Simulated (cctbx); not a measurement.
# Reading a Patterson map

Space group P1 (no. 1), a = 3.9060 Å, b = 3.9700 Å, c = 14.1223 Å, α = 97.30°, β = 97.76°, γ = 90.46°, content Sr3 Zn2 Co2 S2 O5.

Simulated single-crystal data (cctbx): Cu Kα, λ = 1.54184 Å, to d = 0.8 Å, 50 % of the full sphere, strongest reflection 40000 counts, noise from counting, a 2 % proportional error and a noise floor of 2 counts (s.d.); no absorption.

Patterson synthesis, origin scaled to 1000:

```text
Patterson group P -1
      u       v       w   height  length (A)
  0.000   0.000   0.000   1000.0     0.00
  0.431   0.426   0.865    510.6     3.31
  0.139   0.142   0.284    469.6     3.94
  0.283   0.284   0.567    461.9     6.59
  0.135   0.588   0.225    255.2     3.73
  0.389   0.877   0.782    247.9     3.60
  0.259   0.732   0.509    225.0     7.08
  0.500   0.500   0.000    182.0     2.77
  0.431  -0.001   0.893    128.8     2.41
  0.167   0.701   0.345    122.5     5.11
  0.271   0.854   0.641    103.0     5.28
  0.201   0.526   0.014     98.2     2.07
 -0.017   0.449   0.892     88.2     2.48
  0.450   0.307   0.650     77.3     5.74
```

**Question.** Which atom pairs make the peaks, and where is the heaviest atom?

A peak at u stands for all pairs with xi − xj = u, with weight Σ ZiZj against Σ Z² = 8422 at the origin. Peak heights follow these weights only roughly, since form factors, motion and series ripples differ, all vectors within 0.55 Å of a peak are counted as merged into it though the farther ones add only part of their weight, and F(000) is left out, which lowers the whole map:

| u | v | w | shortest length (Å) | height | 1000 ΣZiZj/ΣZ² | pairs in the cell |
| --- | --- | --- | --- | --- | --- | --- |
| 0.431 | 0.426 | 0.865 | 3.31 | 511 | 632 | 4 × Sr–Co, 2 × Sr–S |
| 0.139 | 0.142 | 0.284 | 3.94 | 470 | 612 | 2 × Sr–Sr, 2 × Co–S, 1 × Co–Co, 1 × Sr–S, 1 × O–O |
| 0.283 | 0.284 | 0.567 | 6.59 | 462 | 590 | 2 × Sr–Co, 1 × Sr–Sr, 2 × Co–S, 1 × Sr–S |
| 0.135 | 0.588 | 0.225 | 3.67 | 255 | 301 | 2 × Sr–Zn, 2 × S–O |
| 0.389 | 0.877 | 0.782 | 3.59 | 248 | 301 | 2 × Sr–Zn, 2 × S–O |
| 0.259 | 0.732 | 0.509 | 7.09 | 225 | 328 | 2 × Sr–Zn, 2 × Zn–O |
| 0.500 | 0.500 | 0.000 | 2.77 | 182 | 316 | 2 × Zn–Zn, 2 × Sr–O, 4 × O–O |
| 0.431 | -0.001 | 0.893 | 2.41 | 129 | 186 | 2 × Zn–S, 2 × Sr–O |
| 0.167 | 0.701 | 0.345 | 5.12 | 122 | 218 | 2 × Zn–Co, 1 × Co–O |
| 0.271 | 0.854 | 0.641 | 5.28 | 103 | 192 | 2 × Zn–Co |

The table stops at ten peaks or at a height of 45, below which ripples compete. In the model behind the data Sr, the heaviest element, has 3 independent sites: (0.3658, 0.3671, 0.7270), (0.6368, 0.6454, 0.2803) and (0.4831, 0.5170, 0.9881), up to an allowed shift of origin; the Sr–Sr vectors are differences of these positions and their symmetry mates. The whole model:

| atom | mult. | x | y | z | Ueq (Å²) |
| --- | --- | --- | --- | --- | --- |
| Sr1 | 1 | 0.3658 | 0.3671 | 0.7270 | 0.0167 |
| Sr2 | 1 | 0.6368 | 0.6454 | 0.2803 | 0.0180 |
| Sr3 | 1 | 0.4831 | 0.5170 | 0.9881 | 0.0283 |
| Zn1 | 1 | 0.7441 | 0.2413 | 0.5028 | 0.0241 |
| Zn2 | 1 | 0.2332 | 0.7471 | 0.4937 | 0.0313 |
| Co1 | 1 | 0.9276 | 0.9240 | 0.8538 | 0.0295 |
| Co2 | 1 | 0.0540 | 0.0708 | 0.1396 | 0.0278 |
| S1 | 1 | 0.7985 | 0.8035 | 0.6009 | 0.0437 |
| S2 | 1 | 0.2153 | 0.2185 | 0.3974 | 0.0248 |
| O1 | 1 | 0.0225 | 0.9884 | 0.0040 | 0.0384 |
| O2 | 1 | 0.4115 | 0.9247 | 0.8435 | 0.0509 |
| O3 | 1 | 0.9235 | 0.4242 | 0.8393 | 0.0343 |
| O4 | 1 | 0.5959 | 0.0933 | 0.1669 | 0.0213 |
| O5 | 1 | 0.0675 | 0.5928 | 0.1620 | 0.0289 |

The model was made for the exercise: a known structure type with other elements put in, its volume estimated, not relaxed; displacement parameters are assumed.

[Logs are printed without paths, hosts, clocks, repeated set-up lines and the standing remarks that a program may print on its own settings, such as how far it seeks lower states.]
